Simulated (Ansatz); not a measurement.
**Work function of K(100): what the settings cost and change**

How far do cutoff, k-mesh and smearing move the work function of K(100)?

Main program and level: Ansatz 0.2.0; plane-wave DFT, PBE, Ansatz PAW.

Most raw output is cut from this account.

### 1. The starting structure

The cell holds 7 atoms: 7 K. Its edges and angles: a = 5.230 Å, b = 5.230 Å, c = 33.690 Å, α = 90.0°, β = 90.0°, γ = 90.0°. Vacuum lies along c.

### 2. Run, setting cutoff 200 eV

A work function rests on the faint tail of the density, so the SCF threshold is tight. The cutoff is raised first; then mesh and smearing are varied at the default cutoff.

File input.yaml:

```yaml
crystal:
  lattice:
    - [5.23, 0.0, 0.0]
    - [0.0, 5.23, 0.0]
    - [0.0, 0.0, 33.69]
  atoms:
    - { symbol: K, position: [0.0, 0.0, 0.267141585] }
    - { symbol: K, position: [0.5, 0.5, 0.3447610567] }
    - { symbol: K, position: [0.0, 0.0, 0.4223805283] }
    - { symbol: K, position: [0.5, 0.5, 0.5] }
    - { symbol: K, position: [0.0, 0.0, 0.5776194717] }
    - { symbol: K, position: [0.5, 0.5, 0.6552389433] }
    - { symbol: K, position: [0.0, 0.0, 0.732858415] }
kpoints:
  mp_grid: { grid: [8, 8, 1] }
hamiltonian:
  xc: pbe
scf:
  occupations: { method: fermi_dirac, width: 0.1 }
  convergence: { dr2_threshold: 1.0e-09 }
efield:
  axis: 3
  dipole_correction: true
  ramp_position: 0.97
  ramp_width: 0.06
basis:
  ecutwfc: "200 eV"
output:
  write_potential: true
  write_density: true
  volumetric_format: npy
  elf: true
```

Command:

```
> ansatz run input.yaml --threads 2 --pin off --max-ram 3072MiB --backend cpu --events-out ev --progress --plain --runs-dir out
```

Wall time 26 s (2 threads of Arm Neoverse N1, shared host); peak memory 0.52 GiB.

Numbers from this step:

* energy at zero smearing: -10757.7991 eV
* work function, upper face: 2.269 eV

Running mean over 2.615 Å of the planar mean; the ramp of the sawtooth is left out. The electron's electrostatic potential energy less the Fermi level by z:

```csv
z (Å),electron's electrostatic potential energy less the Fermi level (eV)
4,2.26
5,2.23
6,2.12
7,1.64
8,0.00117
9,-0.760
10,-0.779
11,-0.727
12,-0.725
13,-0.735
14,-0.733
15,-0.734
16,-0.746
17,-0.751
18,-0.742
19,-0.733
20,-0.734
21,-0.733
22,-0.721
23,-0.739
24,-0.794
25,-0.674
26,0.564
27,1.88
28,2.17
29,2.25
30,2.26
```

Electrostatic potential energy in the ca plane at fractional y = 0.000, with atoms of K within 0.2 Å of it. With pseudopotentials it is smooth inside the atoms' cores, unlike the true potential.

Values in eV, 8 rows by 16 columns, each cell a mean:
```
-37 -15   1   2  -2 -32 -23   0   2   0 -24 -31  -2   1   2   2
 -7  -2   2   2   0  -6  -4   1   2   1  -4  -6   0   2   2   2
  1   1   2   2   2   1   1   2   2   2   1   0   1   2   2   2
  2   2   2   2   2   2   2   2   2   2   2   2   2   2   2   2
  2   2   2   2   2   2   2   2   2   2   2   2   2   2   2   2
  0   1   2   2   2   0   0   2   2   2   0  -1   1   2   2   2
-15  -5   1   2   0 -13  -9   1   2   1  -9 -13  -1   2   2   2
-42 -19   1   2  -3 -37 -28   0   2   0 -29 -36  -3   1   2   2
```
Columns run along c (16.0 Å, from fractional 0.41 to 0.88 of the cell; values clipped at the 3rd and 97th percentile), rows up along a (5.2 Å). Atoms in or near the plane, at fractional coordinates: K at (0.42, 0.00), K at (0.58, 0.00), K at (0.73, 0.00).

ELF in the ca plane at fractional y = 0.000, with atoms of K within 0.2 Å of it. It is the smooth field of the valence electrons, not physical close to the nuclei.

Ten even steps from '0' (0.00) to '9' (0.87), each cell a mean:
```
98997102332027998983014340049989961010000000
99984003443014899961024441027999831010000000
56641014444101466520034553002576410010000000
11100144554410011100245655200111000101000000
00002444444442000013444455641000012111000000
34344444334444434344443345555544431220000000
34345653333565434345532335765544344310000000
44444543333554444444443335665555432220000000
11124444334443211134443345553211232120000000
00000244554420000001445555410000001101000000
24320024554200234210144654101343200100000000
89972004444003799841024442015898620010000000
99995103332016999982014340038999951010000000
97897202442027987993004440159979972010000000
```
Columns run along c (16.0 Å, from fractional 0.41 to 0.88 of the cell), rows up along a (5.2 Å). Atoms in or near the plane, at fractional coordinates: K at (0.42, 0.00), K at (0.58, 0.00), K at (0.73, 0.00).

Valence density in the ca plane at fractional y = 0.000, with atoms of K within 0.2 Å of it. It is the smooth field of the valence electrons, not physical close to the nuclei.

Ten steps, logarithmic in the rise over the least value, from '0' (0.0 e/Å³) to '9' (4.0 e/Å³), each cell a mean:
```
99985210000125899963100000147999741000000000
78863100000013688742100000125787521000000000
45431100000012355421000000012454310000000000
12111000000001112110000000001121100000000000
00000000000000000000000000000000000000000000
00000000000000000000000000000000000000000000
00000000000000000000000000000000000000000000
00000000000000000000000000000000000000000000
00000000000000000000000000000000000000000000
11110000000000111100000000001111000000000000
23321000000001233211000000012333210000000000
67652100000012577631000000124676420000000000
89974200000024799852100000136898731000000000
99985210000125899963100000147999841000000000
```
Columns run along c (16.0 Å, from fractional 0.41 to 0.88 of the cell), rows up along a (5.2 Å). Atoms in or near the plane, at fractional coordinates: K at (0.42, 0.00), K at (0.58, 0.00), K at (0.73, 0.00).

The work function is 2.269 eV.

### 3. Slab

Edit input.yaml of step 2 so:

```diff
@@ -26,3 +26,3 @@
 basis:
-  ecutwfc: "200 eV"
+  ecutwfc: "300 eV"
 output:
@@ -31,2 +31 @@
   volumetric_format: npy
-  elf: true
```

The job ended after 42 s (2 threads; peak memory 0.77 GiB).

The work function is 2.254 eV, -0.015 eV from the run “cutoff 200 eV”, at 1.6 times its CPU time.

### 4. Run

Edit input.yaml of step 3 so:

```diff
@@ -26,3 +26,3 @@
 basis:
-  ecutwfc: "300 eV"
+  ecutwfc: "420 eV"
 output:
```

Elapsed: 67 s, on 2 threads; peak memory 1.1 GiB.

The work function is 2.254 eV, -0.015 eV from the run “cutoff 200 eV”, at 2.9 times its CPU time.

### 5. Run

Edit input.yaml of step 4 so:

```diff
@@ -26,3 +26,3 @@
 basis:
-  ecutwfc: "420 eV"
+  ecutwfc: "600 eV"
 output:
```

The job ended after 2 min (2 threads; peak memory 1.8 GiB; 3.7 min of CPU time).

The work function is 2.254 eV, +0.001 eV from the run “cutoff 420 eV”, at 1.9 times its CPU time.

### 6. Run

Edit input.yaml of step 5 so:

```diff
@@ -14,3 +14,3 @@
 kpoints:
-  mp_grid: { grid: [8, 8, 1] }
+  mp_grid: { grid: [1, 1, 1] }
 hamiltonian:
@@ -25,4 +25,2 @@
   ramp_width: 0.06
-basis:
-  ecutwfc: "600 eV"
 output:
```

Wall time 9 s (2 threads); peak memory 0.51 GiB.

The work function is 3.002 eV, +0.748 eV from the run “cutoff 420 eV”, at 0.066 times its CPU time.

### 7. Run

Edit input.yaml of step 6 so:

```diff
@@ -14,3 +14,3 @@
 kpoints:
-  mp_grid: { grid: [1, 1, 1] }
+  mp_grid: { grid: [3, 3, 1] }
 hamiltonian:
```

Wall time 20 s (2 threads); peak memory 0.75 GiB; 25 s of CPU time.

The work function is 2.293 eV, +0.040 eV from the run “cutoff 420 eV”, at 0.20 times its CPU time.

### 8. Run

Edit input.yaml of step 7 so:

```diff
@@ -14,3 +14,3 @@
 kpoints:
-  mp_grid: { grid: [3, 3, 1] }
+  mp_grid: { grid: [5, 5, 1] }
 hamiltonian:
```

Run time: 37 s. Hardware: 2 threads; peak memory 0.86 GiB.

The work function is 2.240 eV, -0.013 eV from the run “cutoff 420 eV”, at 0.43 times its CPU time.

### 9. Run

Edit input.yaml of step 8 so:

```diff
@@ -14,3 +14,3 @@
 kpoints:
-  mp_grid: { grid: [5, 5, 1] }
+  mp_grid: { grid: [12, 12, 1] }
 hamiltonian:
```

Wall time 2.1 min (2 threads); peak memory 1.4 GiB; 3.7 min of CPU time.

The work function is 2.254 eV, +0.000 eV from the run “cutoff 420 eV”, at 1.9 times its CPU time.

### 10. Run

Edit input.yaml of step 9 so:

```diff
@@ -14,3 +14,3 @@
 kpoints:
-  mp_grid: { grid: [12, 12, 1] }
+  mp_grid: { grid: [8, 8, 1] }
 hamiltonian:
@@ -18,3 +18,3 @@
 scf:
-  occupations: { method: fermi_dirac, width: 0.1 }
+  occupations: { method: gaussian, width: 0.05 }
   convergence: { dr2_threshold: 1.0e-09 }
```

Run time: 72 s. Hardware: 2 threads; peak memory 1.1 GiB.

The work function is 2.252 eV, -0.001 eV from the run “cutoff 420 eV”, at 1.1 times its CPU time.

### 11. Slab

Edit input.yaml of step 10 so:

```diff
@@ -18,3 +18,3 @@
 scf:
-  occupations: { method: gaussian, width: 0.05 }
+  occupations: { method: methfessel_paxton, width: 0.2 }
   convergence: { dr2_threshold: 1.0e-09 }
```

The job ended after 68 s (2 threads; peak memory 1.1 GiB; 2 min of CPU time).

The work function is 2.234 eV, -0.020 eV from the run “cutoff 420 eV”, at 0.98 times its CPU time.

### 12. Slab

Edit input.yaml of step 11 so:

```diff
@@ -18,3 +18,3 @@
 scf:
-  occupations: { method: methfessel_paxton, width: 0.2 }
+  occupations: { method: fermi_dirac, width: 0.3 }
   convergence: { dr2_threshold: 1.0e-09 }
```

Wall time 92 s (2 threads); peak memory 1.3 GiB; 2.8 min of CPU time.

The work function is 2.448 eV, +0.194 eV from the run “cutoff 420 eV”, at 1.4 times its CPU time.

### 13. Run

Edit input.yaml of step 12 so:

```diff
@@ -18,3 +18,3 @@
 scf:
-  occupations: { method: fermi_dirac, width: 0.3 }
+  occupations: { method: cold, width: 0.1 }
   convergence: { dr2_threshold: 1.0e-09 }
```

The job ended after 73 s (2 threads; peak memory 1.1 GiB).

The work function is 2.244 eV, -0.009 eV from the run “cutoff 420 eV”, at 1.1 times its CPU time.

### 14. Side by side

Times are for 2 threads of Arm Neoverse N1, shared host. Results by setting:

```csv
no.,setting,"work function, upper face (eV)",time,memory (GiB)
1,cutoff 200 eV,2.269,26 s,0.52
2,cutoff 300 eV,2.254,42 s,0.77
3,cutoff 420 eV,2.254,67 s,1.1
4,cutoff 600 eV,2.254,2 min,1.8
5,mesh 1x1,3.002,9 s,0.51
6,mesh 3x3,2.293,20 s,0.75
7,mesh 5x5,2.240,37 s,0.86
8,mesh 12x12,2.254,2.1 min,1.4
9,Gaussian smearing 0.05 eV,2.252,72 s,1.1
10,methfessel_paxton smearing 0.2 eV,2.234,68 s,1.1
11,fermi_dirac smearing 0.3 eV,2.448,92 s,1.3
12,cold smearing 0.1 eV,2.244,73 s,1.1
```

### 15. The same run with other settings

An input spoilt on purpose, to show how the run answers: it repeats the earlier run “cutoff 200 eV” with efield.ramp_position from 0.97 to 0.475, and scf.max_iter set to 50; its output block differs too.

Edit input.yaml of step 13 so:

```diff
@@ -18,4 +18,5 @@
 scf:
-  occupations: { method: cold, width: 0.1 }
+  occupations: { method: fermi_dirac, width: 0.1 }
   convergence: { dr2_threshold: 1.0e-09 }
+  max_iter: 50
 efield:
@@ -23,4 +24,6 @@
   dipole_correction: true
-  ramp_position: 0.97
+  ramp_position: 0.475
   ramp_width: 0.06
+basis:
+  ecutwfc: "200 eV"
 output:
```

It took 0.49 s on 2 threads; peak memory 0.29 GiB.

The input was rejected at the start.

The program's message: “Error: efield: ion 3 (K) at fractional coordinate 0.5000 along the field axis lies inside the sawtooth ramp with 2 of the planes that the density is read on at each end, [0.4625, 0.5475] — the ramp mu …”

The fault put into the input: the ramp among the atoms.

### 16. Results

```yaml
work_function_cutoff_420_ev: 2.254 eV
work_function_cutoff_600_ev: 2.254 eV
work_function_mesh_1x1: 3.002 eV
work_function_methfessel_paxton_smearing_0p2_ev: 2.234 eV
```

**Reading.** The run at the highest cutoff gives 2.25 eV, and the settings tried spread the value from 2.23 to 3.00 eV. Against 600 eV, a cutoff of 200 eV is off by +0.015 eV. Against 600 eV, a cutoff of 420 eV is off by -0.001 eV. Against the finest mesh, 12 points along a, the coarser ones are off by +0.75 (1), +0.04 (3) and -0.01 (5) eV. The smearing schemes and widths spread it over 0.21 eV. The ladder's slabs use the tabulated experimental lattice constant (two decimals; a low-temperature value for the alkali metals).

[Logs are printed without paths, hosts, clocks, repeated set-up lines and the standing remarks that a program may print on its own settings, such as how far it seeks lower states.]

[Hosts, paths, dates, database ids (printed as entryN), source tags and the programs' standing remarks are cut or masked in the printed files.]

[Maps of the electrostatic potential energy from Ansatz leave out the sawtooth potential of an applied field or a dipole correction, so their vacuum need not be flat; planar profiles and work functions include it.]
